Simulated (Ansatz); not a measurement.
# Ba on Zr(0001): change of the work function, part 3 of 3

Aim: the work function of Zr(0001) at several coverages of Ba (fcc site), and the dipole that each adsorbate carries.

Ansatz 0.2.0; plane-wave DFT, PBE, Ansatz PAW.

So far, work function, upper face (eV): step 2 (the clean slab) 4.17; step 3 (37 atoms, coverage 0.111 ML, cell 3x3) 2.50.

### 4. Adsorbate added, k-mesh 6×6×1, coverage 0.25 ML

System of this step: Ba/Zr(0001). The cell holds 17 atoms: 16 Zr and 1 Ba. Cell: a = 6.460 Å, b = 6.460 Å, c = 29.243 Å, α = 90.0°, β = 90.0°, γ = 60.0°. Vacuum lies along c.

Another coverage, to see how the dipoles act on each other as their distance changes.

The input, input.yaml:

```yaml
crystal:
  lattice:
    - [6.46, 0.0, 0.0]
    - [3.23, 5.5945241084, 0.0]
    - [0.0, 0.0, 29.2425147251]
  atoms:
    - { symbol: Zr, position: [0.3333333333, 0.3333333333, 0.3077710684] }
    - { symbol: Zr, position: [0.0, 0.0, 0.3957489672] }
    - { symbol: Zr, position: [0.3333333333, 0.3333333333, 0.4871318054] }
    - { symbol: Zr, position: [0.0, 0.0, 0.5705601732] }
    - { symbol: Zr, position: [0.3333333333, 0.8333333333, 0.3077710684] }
    - { symbol: Zr, position: [0.0, 0.5, 0.3957489672] }
    - { symbol: Zr, position: [0.3333333333, 0.8333333333, 0.4871318054] }
    - { symbol: Zr, position: [0.0, 0.5, 0.5705601732] }
    - { symbol: Zr, position: [0.8333333333, 0.3333333333, 0.3077710684] }
    - { symbol: Zr, position: [0.5, 0.0, 0.3957489672] }
    - { symbol: Zr, position: [0.8333333333, 0.3333333333, 0.4871318054] }
    - { symbol: Zr, position: [0.5, 0.0, 0.5705601732] }
    - { symbol: Zr, position: [0.8333333333, 0.8333333333, 0.3077710684] }
    - { symbol: Zr, position: [0.5, 0.5, 0.3957489672] }
    - { symbol: Zr, position: [0.8333333333, 0.8333333333, 0.4871318054] }
    - { symbol: Zr, position: [0.5, 0.5, 0.5705601732] }
    - { symbol: Ba, position: [0.1666666667, 0.1666666667, 0.6922289316] }
kpoints:
  mp_grid: { grid: [6, 6, 1] }
hamiltonian:
  xc: pbe
scf:
  occupations: { method: fermi_dirac, width: 0.1 }
  convergence: { dr2_threshold: 1.0e-08 }
efield:
  axis: 3
  dipole_correction: true
  ramp_position: 0.97
  ramp_width: 0.06
relax:
  f_tol: 0.02
  max_steps: 60
  constraints: [{ sites: [0, 1, 4, 5, 8, 9, 12, 13] }]
output:
  dos: { projected: true, e_range: [-8, 4] }
  write_potential: true
  write_density: true
  volumetric_format: npy
  elf: true
```

Command:

```bash
$ ansatz run input.yaml --threads 4 --pin off --max-ram 16384MiB --backend cpu --events-out ev --progress --plain --runs-dir out
```

The log of the run:

```text
[...]
Crystal: 17 atoms, lattice volume = 1056.843 Å³
Basis set: ecut = 420 eV, 20689 PW (Γ), exchange–correlation on 90×90×400 points (8 copies of the dense FFT grid, shifted against one another)
Bands: 122, of which v1, the nominal top of the filled ones, is band 101 counted from 1 (100 counted from 0)
Symmetry: 6 space group operations
[...]
k-points: 7 of 36 (time reversal used)
[...]
SCF iter   1: F=—  HF=-72889.600956 eV  |F-HF|=—  |Δ(HF+E_count)|=         —  Δρ=2.04e-2  dr2=3.90e2  ethr=1.77e-3  p=0.893 e·Å  D=1.53e-1 V/Å  ΔV_dip=-4.47 eV  dr2_dipole=3.31e2  V_vac-E_F(+/−)=-0.04/4.43 eV  ⟨swp⟩=19.4  Hψ=6277  notcnv=0
[...]
SCF iter  12: F=-72884.503695 eV  HF=-72884.503695 eV  |F-HF|=1.96e-9  |Δ(HF+E_count)|=   4.51e-8  Δρ=3.83e-7  dr2=5.29e-9  ethr=4.95e-12  p=0.405 e·Å  D=6.93e-2 V/Å  ΔV_dip=-2.03 eV  dr2_dipole=3.63e-12  V_vac-E_F(+/−)=2.15/4.18 eV  ⟨swp⟩=13.9  Hψ=7643  notcnv=0
SCF 1 converged in 12 iterations: F = -72884.503695 eV  dr2 = 5.29e-9
  Residual-converged pass: ⟨swp⟩=1.1  Hψ=888  notcnv=0  max |occ|·‖R‖ = 7.1e-9 eV (tolerance 1.0e-8 eV)  dr2=5.29e-9  dr2_onsite=3.23e-11  max |Δocc| = 1.7e-11
[...]
relax step   1: F+E_penalty+E_count = -72884.50369499 eV  Δ(F+E_penalty+E_count) = +0.000e0 eV  max|allowed force component| = 9.494e-1 eV/Å  Δτ_max = 0.0000 Å  (12 SCF iters, accepted)
[...]
SCF iter  10: F=-72884.687352 eV  HF=-72884.687352 eV  |F-HF|=3.86e-9  |Δ(HF+E_count)|=  6.55e-10  Δρ=4.08e-7  dr2=4.95e-9  ethr=4.95e-12  p=0.433 e·Å  D=7.41e-2 V/Å  ΔV_dip=-2.17 eV  dr2_dipole=5.64e-10  V_vac-E_F(+/−)=2.01/4.18 eV  ⟨swp⟩=10.7  Hψ=6300  notcnv=0
SCF 2 converged in 10 iterations: F = -72884.687352 eV  dr2 = 4.95e-9
[...]
relax step   2: F+E_penalty+E_count = -72884.68735221 eV  Δ(F+E_penalty+E_count) = -1.837e-1 eV  max|allowed force component| = 8.317e-1 eV/Å  Δτ_max = 0.1949 Å  (10 SCF iters, accepted)
[...]
SCF iter   9: F=-72884.825253 eV  HF=-72884.825253 eV  |F-HF|=2.14e-9  |Δ(HF+E_count)|=   2.02e-8  Δρ=4.87e-7  dr2=5.97e-9  ethr=4.95e-12  p=0.440 e·Å  D=7.54e-2 V/Å  ΔV_dip=-2.20 eV  dr2_dipole=1.38e-11  V_vac-E_F(+/−)=1.98/4.18 eV  ⟨swp⟩=9.1  Hψ=7428  notcnv=0
SCF 3 converged in 9 iterations: F = -72884.825253 eV  dr2 = 5.97e-9
[...]
relax step   3: F+E_penalty+E_count = -72884.82525279 eV  Δ(F+E_penalty+E_count) = -1.379e-1 eV  max|allowed force component| = 3.546e-1 eV/Å  Δτ_max = 0.1950 Å  (9 SCF iters, accepted)
[...]
relax step   4: F+E_penalty+E_count = -72884.85496680 eV  Δ(F+E_penalty+E_count) = -2.971e-2 eV  max|allowed force component| = 1.102e-1 eV/Å  Δτ_max = 0.1941 Å  (9 SCF iters, accepted)
SCF iter   1: F=—  HF=-72884.860084 eV  |F-HF|=—  |Δ(HF+E_count)|=         —  Δρ=5.89e-4  dr2=1.12e-1  ethr=1.26e-4  p=0.433 e·Å  D=7.41e-2 V/Å  ΔV_dip=-2.17 eV  dr2_dipole=4.34e-2  V_vac-E_F(+/−)=2.01/4.18 eV  ⟨swp⟩=2.6  Hψ=1322  notcnv=0
[...]
SCF iter   8: F=-72884.857191 eV  HF=-72884.857191 eV  |F-HF|=4.07e-10  |Δ(HF+E_count)|=   4.18e-9  Δρ=2.38e-7  dr2=2.00e-9  ethr=4.95e-12  p=0.435 e·Å  D=7.45e-2 V/Å  ΔV_dip=-2.18 eV  dr2_dipole=5.07e-16  V_vac-E_F(+/−)=2.00/4.18 eV  ⟨swp⟩=10.1  Hψ=6422  notcnv=0
SCF 5 converged in 8 iterations: F = -72884.857191 eV  dr2 = 2.00e-9
relax step   5: F+E_penalty+E_count = -72884.85719108 eV  Δ(F+E_penalty+E_count) = -2.224e-3 eV  max|allowed force component| = 1.821e-2 eV/Å  Δτ_max = 0.0242 Å  (8 SCF iters, accepted)
[...]
SCF converged after 8 iterations
Free energy (F): -72884.857191 eV
[...]
Internal energy: -72883.970411 eV  (E = F + TS)
E sigma→0 (E₀):  -72884.413801 eV
Entropy (-TS):   -0.886780 eV (-52.164 meV/atom)
Fermi energy:    3.545774 eV
Dipole field:    D = 0.074523 V/Å  (p = 0.435252 e·Å, saw-weighted, corrected)
Work function:   Φ+ = 2.0045 eV   Φ− = 4.1838 eV
[...]
--- Forces (eV/Å), atoms counted from 1 ---
  atom   1  Zr    -0.00476951    -0.00275368     0.42188937
  atom   2  Zr    -0.00681255    -0.00393323    -0.43829185
  atom   3  Zr    -0.00142462    -0.00082251    -0.00175432
  atom   4  Zr     0.00552672     0.00319086    -0.00180194
  atom   5  Zr     0.00000000     0.00550735     0.42188937
  atom   6  Zr    -0.00000000     0.00786645    -0.43829185
  atom   7  Zr     0.00000000     0.00164501    -0.00175432
  atom   8  Zr    -0.00000000    -0.00638171    -0.00180194
  atom   9  Zr     0.00476951    -0.00275368     0.42188937
  atom  10  Zr     0.00681255    -0.00393323    -0.43829185
  atom  11  Zr     0.00142462    -0.00082251    -0.00175432
  atom  12  Zr    -0.00552672     0.00319086    -0.00180194
  atom  13  Zr     0.00000000    -0.00000000     0.41936690
  atom  14  Zr    -0.00000000     0.00000000    -0.36763364
  atom  15  Zr     0.00000000    -0.00000000    -0.00124560
  atom  16  Zr     0.00000000     0.00000000    -0.00883579
  atom  17  Ba    -0.00000000    -0.00000000     0.01821292
  max |Σ_I F_I| component: 1.15e-5 eV/Å
--- Band table (eV; the first three rows and the last of 7) ---
  k-point 0: bands = [... 97 lower, 3.4960, 3.9735, 4.0841, 4.1215, 4.1215, 4.1421, 4.3560, 4.3832, ... 17 higher]
  k-point 1: bands = [... 97 lower, 3.4816, 3.8509, 3.8886, 3.9538, 3.9549, 3.9765, 4.0922, 4.1716, ... 17 higher]
  k-point 2: bands = [... 97 lower, 3.3907, 3.4182, 3.5474, 3.5597, 3.5881, 3.6701, 3.7762, 3.8671, ... 17 higher]
  k-point 6: bands = [... 97 lower, 3.0716, 3.0728, 3.1134, 3.1198, 3.1741, 3.4505, 3.5877, 3.5896, ... 17 higher]
--- Relaxed structure (5 steps of the walk, 5 accepted, 0 SCFs on fresh bases) ---
  F+E_penalty+E_count = -72884.85719108 eV   max|allowed force component| = 1.821e-2 eV/Å
  atoms:
    - { symbol: Zr, position: [0.333333, 0.333333, 0.307771] }
    - { symbol: Zr, position: [2.666712e-17, 2.666712e-17, 0.395749] }
    - { symbol: Zr, position: [0.335924, 0.335924, 0.486819] }
    - { symbol: Zr, position: [0.0021293, 0.0021293, 0.570423] }
    - { symbol: Zr, position: [0.333333, 0.833333, 0.307771] }
    - { symbol: Zr, position: [0.0, 0.500000, 0.395749] }
    - { symbol: Zr, position: [0.335924, 0.828151, 0.486819] }
    - { symbol: Zr, position: [0.0021293, 0.495741, 0.570423] }
    - { symbol: Zr, position: [0.833333, 0.333333, 0.307771] }
    - { symbol: Zr, position: [0.500000, 2.666712e-17, 0.395749] }
    - { symbol: Zr, position: [0.828151, 0.335924, 0.486819] }
    - { symbol: Zr, position: [0.495741, 0.0021293, 0.570423] }
    - { symbol: Zr, position: [0.833333, 0.833333, 0.307771] }
    - { symbol: Zr, position: [0.5, 0.500000, 0.395749] }
    - { symbol: Zr, position: [0.833333, 0.833333, 0.485454] }
    - { symbol: Zr, position: [0.5, 0.500000, 0.576615] }
    - { symbol: Ba, position: [0.166667, 0.166667, 0.675279] }
```

Elapsed: 2.7 min, on 4 threads of Arm Neoverse V1, shared host; peak memory 3.1 GiB.

Relaxation path:

| step | energy less that of the first step (eV) | largest force component (eV/Å) |
| --- | --- | --- |
| 1 | 0.0000 | 0.9494 |
| 2 | -0.1837 | 0.8317 |
| 3 | -0.3216 | 0.3546 |
| 4 | -0.3513 | 0.1102 |
| 5 | -0.3535 | 0.0182 |

The run keeps the 6 symmetry operations that the program found, so distortions that break them were not tested.

The atoms that moved most (Å):

```csv
atom,dx,dy,dz,length
Ba17,0.000,0.000,-0.496,0.496
Zr16,0.000,0.000,0.177,0.177
Zr15,0.000,0.000,-0.049,0.049
Zr3,0.025,0.014,-0.009,0.030
Zr7,0.000,-0.029,-0.009,0.030
Zr11,-0.025,0.014,-0.009,0.030
Zr4,0.021,0.012,-0.004,0.024
Zr12,-0.021,0.012,-0.004,0.024
```

The relaxed structure:

```
Zr Ba
1.0
     6.46000    0.00000    0.00000
     3.23000    5.59452    0.00000
     0.00000    0.00000   29.24251
Zr Ba
16 1
Cartesian
  3.2300 1.8648 9.0000
  0.0000 0.0000 11.5727
  3.2551 1.8793 14.2358
  0.0206 0.0119 16.6806
  4.8450 4.6621 9.0000
  1.6150 2.7973 11.5727
  4.8450 4.6331 14.2358
  1.6150 2.7734 16.6806
  6.4600 1.8648 9.0000
  3.2300 0.0000 11.5727
  6.4349 1.8793 14.2358
  3.2094 0.0119 16.6806
  8.0750 4.6621 9.0000
  4.8450 2.7973 11.5727
  8.0750 4.6621 14.1959
  4.8450 2.7973 16.8617
  1.6150 0.9324 19.7469
```

Numbers from this step:

* energy at zero smearing: -72884.4138 eV
* work function, upper face: 2.004 eV
* work function, lower face: 4.184 eV
* dipole along the normal: 0.4353 e·Å
* step between the vacuum levels: -2.179 eV

Running mean over 2.573 Å of the planar mean; the ramp of the sawtooth is left out. The electron's electrostatic potential energy less the Fermi level by z:

z (Å), electron's electrostatic potential energy less the Fermi level (eV) and a bar from the least value:
```
        4       4.18 ##############################
        5       4.15 ##############################
        6       3.92 #############################
        7       2.14 #########################
        8      -5.12 ########
        9      -8.44 #
       10      -8.31 #
       11      -8.28 #
       12      -8.17 #
       13      -7.74 ##
       14      -8.27 #
       15      -8.73 
       16      -8.69 
       17      -8.08 ##
       18      -3.74 ############
       19      -0.43 ###################
       20      -0.89 ##################
       21       0.05 ####################
       22       1.52 ########################
       23       1.90 #########################
       24       1.98 #########################
       25       2.00 #########################
       26       2.00 #########################
```

The density of states has structure finer than the step of the table below, so its rows give means over 0.2 eV. Peaks (eV: height): -1.08: 38.6, -0.90: 47.4, -0.81: 47.7, 0.24: 44.5, 0.72: 49.1, 0.84: 46.0, 0.96: 73.5.

The density of states by energy, zero at the Fermi level; means over each step:

| energy (eV) | density of states (states/eV a cell) |
| --- | --- |
| -5.4 | 0 |
| -5.2 | 0.306 |
| -5.0 | 1.11 |
| -4.8 | 1.14 |
| -4.6 | 1.22 |
| -4.4 | 1.38 |
| -4.2 | 2.50 |
| -4.0 | 3.26 |
| -3.8 | 2.58 |
| -3.6 | 2.81 |
| -3.4 | 3.47 |
| -3.2 | 8.07 |
| -3.0 | 3.46 |
| -2.8 | 11.1 |
| -2.6 | 14.6 |
| -2.4 | 18.0 |
| -2.2 | 19.5 |
| -2.0 | 24.8 |
| -1.8 | 18.8 |
| -1.6 | 13.2 |
| -1.4 | 18.7 |
| -1.2 | 23.0 |
| -1.0 | 28.7 |
| -0.8 | 32.2 |
| -0.6 | 12.1 |
| -0.4 | 16.4 |
| -0.2 | 28.7 |
| 0.0 | 24.8 |
| 0.2 | 29.5 |
| 0.4 | 29.4 |
| 0.6 | 28.0 |
| 0.8 | 35.5 |

Projected DOS per atom over height of the atomic layer and energy from the Fermi level. Layers: Zr4 Zr4 Zr4 Zr4 Ba from below.

Ten even steps from '0' (0.00 states/eV) to '9' (2.19 states/eV), each cell a mean:
```
88782
95682
95581
74351
77674
65572
44440
56750
35540
23320
11110
00000
00000
00000
00000
00000
00000
00000
00000
00000
00000
00000
```
Columns: height of the atomic layer (Å) from 9 to 19.7 (not evenly spaced); rows upwards: energy from the Fermi level (eV) from -7.96 to 1.04.

ELF in the ca plane at fractional y = 0.000, with atoms of Zr within 0.2 Å of it. It is the smooth field of the valence electrons, not physical close to the nuclei.

Values, 9 rows by 16 columns, each cell a mean:
```
0.36 0.67 0.37 0.42 0.47 0.37 0.67 0.39 0.21 0.13 0.07 0.09 0.07 0.02 0.00 0.00
0.28 0.26 0.27 0.21 0.24 0.26 0.26 0.24 0.39 0.33 0.19 0.09 0.03 0.01 0.00 0.00
0.32 0.21 0.31 0.22 0.27 0.29 0.22 0.28 0.43 0.35 0.20 0.09 0.03 0.01 0.00 0.00
0.31 0.67 0.32 0.34 0.37 0.32 0.65 0.32 0.24 0.18 0.09 0.09 0.06 0.02 0.00 0.00
0.44 0.51 0.46 0.56 0.66 0.45 0.51 0.48 0.12 0.09 0.08 0.10 0.13 0.06 0.01 0.00
0.26 0.54 0.27 0.26 0.26 0.27 0.54 0.28 0.17 0.57 0.38 0.13 0.24 0.13 0.02 0.00
0.36 0.21 0.35 0.21 0.27 0.32 0.23 0.39 0.33 0.84 0.62 0.16 0.29 0.19 0.04 0.00
0.25 0.39 0.25 0.22 0.22 0.25 0.41 0.27 0.22 0.69 0.47 0.14 0.26 0.15 0.03 0.00
0.42 0.57 0.43 0.52 0.60 0.43 0.56 0.46 0.11 0.15 0.11 0.10 0.16 0.07 0.01 0.00
```
Columns run along c (16.0 Å, from fractional 0.35 to 0.90 of the cell), rows up along a (6.5 Å). Atoms in or near the plane, at fractional coordinates: Zr at (0.40, 0.00), Zr at (0.57, 0.00), Zr at (0.40, 0.50), Zr at (0.57, 0.50).

Valence density in the ca plane at fractional y = 0.000, with atoms of Zr within 0.2 Å of it. It is the smooth field of the valence electrons, not physical close to the nuclei.

Ten steps, logarithmic in the rise over the least value, from '0' (0.0 e/Å³) to '9' (3.9 e/Å³), each cell a mean:
```
46899974333333468999632110000000000000000000
34788753333443347887521110000000000000000000
33455433344543334554321110000000000000000000
33333333345654333333221100000000000000000000
33333333345654333333221100000000000000000000
33455533344543334554321110000000000000000000
34788753333443347887521110000000000000000000
46899974333333468999632111000000000000000000
46999974333333469999742111111000000000000000
35899864333333458998632222322100000000000000
34577643334443346776432234543210000000000000
33344433345554334444332345654310000000000000
33333333345654333333332356665310000000000000
33344433345554334444332345654310000000000000
34577643334443346776432234443210000000000000
35899864333333458998632222222100000000000000
46999974333334469999742111110000000000000000
```
Columns run along c (16.0 Å, from fractional 0.35 to 0.90 of the cell), rows up along a (6.5 Å). Atoms in or near the plane, at fractional coordinates: Zr at (0.40, 0.00), Zr at (0.57, 0.00), Zr at (0.40, 0.50), Zr at (0.57, 0.50).

Electrostatic potential energy in the ca plane at fractional y = 0.000, with atoms of Zr within 0.2 Å of it. With pseudopotentials it is smooth inside the atoms' cores, unlike the true potential.

Ten even steps from '0' (-62 eV) to '9' (7 eV), each cell a mean:
```
97300168999999973001689999999999999999999999
98633579999999986335899999999999999999999999
99877899988889998878999999999999999999999999
99999999987778999999999999999999999999999999
99999999987778999999999999999999999999999999
99877899988889998778999999999999999999999999
98633579999999986335899999999999999999999999
97300168999999973001689999999999999999999999
97200058999999962001689999999999999999999999
97410378999999974103789999899999999999999999
98765789998889987557899988788999999999999999
99988899988788999889999986668899999999999999
99999999987778999999999976567899999999999999
99988899988788999889999986668899999999999999
98765789998889987557899988788999999999999999
97410378999999974003789999899999999999999999
97200058999999962000589999999999999999999999
```
Columns run along c (16.0 Å, from fractional 0.35 to 0.90 of the cell; values clipped at the 3rd and 97th percentile), rows up along a (6.5 Å). Atoms in or near the plane, at fractional coordinates: Zr at (0.40, 0.00), Zr at (0.57, 0.00), Zr at (0.40, 0.50), Zr at (0.57, 0.50).

The relaxation took 5 steps and lowered the energy by 0.35 eV; the largest force on the free atoms ends at 0.018 eV/Å.

By hand: a sheet of dipoles makes a step −p/(ε₀A) in the electron's potential. With e/ε₀ = 180.95 V·Å, p = 0.4353 e·Å and A = 36.14 Å², that is −180.95 × (0.4353) / 36.14 = -2.179 eV, and the two vacuum levels of the run differ by -2.179 eV.

The covered face has 2.00 eV, -2.16 eV against the clean one; the bare back face has moved by +0.00 eV, a measure of how thin the slab is.

### 5. Work function against coverage

This step: plane-wave DFT, PBE, Ansatz PAW; work function against coverage (Ansatz 0.2.0).

The runs are now put side by side.

This step gave:

| Quantity | Value |
| --- | --- |
| work function of the clean face | 4.165 eV |
| largest change of the work function | -2.161 eV |

Work function of the covered face against coverage:

```
coverage (adsorbates/nm²)  work function of the covered face (eV)
                     0.00                                    4.17
                     1.23                                    2.50
                     2.77                                    2.00
```

The dipole per adsorbate comes from the change of the cell's dipole. Coverage, by row:

| coverage (1/nm²) | coverage (ML) | work function (eV) | change (eV) | dipole per adsorbate, positive end outwards (debye) | mean height of the added atoms over the highest substrate atom (Å) |
| --- | --- | --- | --- | --- | --- |
| 1.23 | 0.1111 | 2.5 | -1.666 | 3.619 | 2.904 |
| 2.767 | 0.25 | 2.004 | -2.161 | 2.077 | 2.885 |

### 6. Results

- work function of the clean face: 4.17 eV
- work function at 0.11 ML: 2.50 eV
- work function at 0.25 ML: 2.00 eV
- dipole per adsorbate at 0.11 ML, positive end outwards: 3.62 D

Ba lowers the work function of Zr(0001) at the lowest coverage, by 1.67 eV: the adsorbate layer has its positive end outwards. The slab has 4 layers, at the tabulated experimental lattice constant, one starting site was run, and quantum-size effects of a slab this thin can reach one or two tenths of an eV.

[Long decimals in the printed logs are rounded to 6 places.]

[Logs are printed without paths, hosts, clocks, repeated set-up lines and the standing remarks that a program may print on its own settings, such as how far it seeks lower states.]

[Hosts, paths, dates, database ids (printed as entryN), source tags and the programs' standing remarks are cut or masked in the printed files.]

[Maps of the electrostatic potential energy from Ansatz leave out the sawtooth potential of an applied field or a dipole correction, so their vacuum need not be flat; planar profiles and work functions include it.]

[The density of states shown here was stored with 400 of the rows of the run's finer table, so its peaks can read low, often by over a quarter, or be missed, and its means over a window can be off by a tenth or more.]
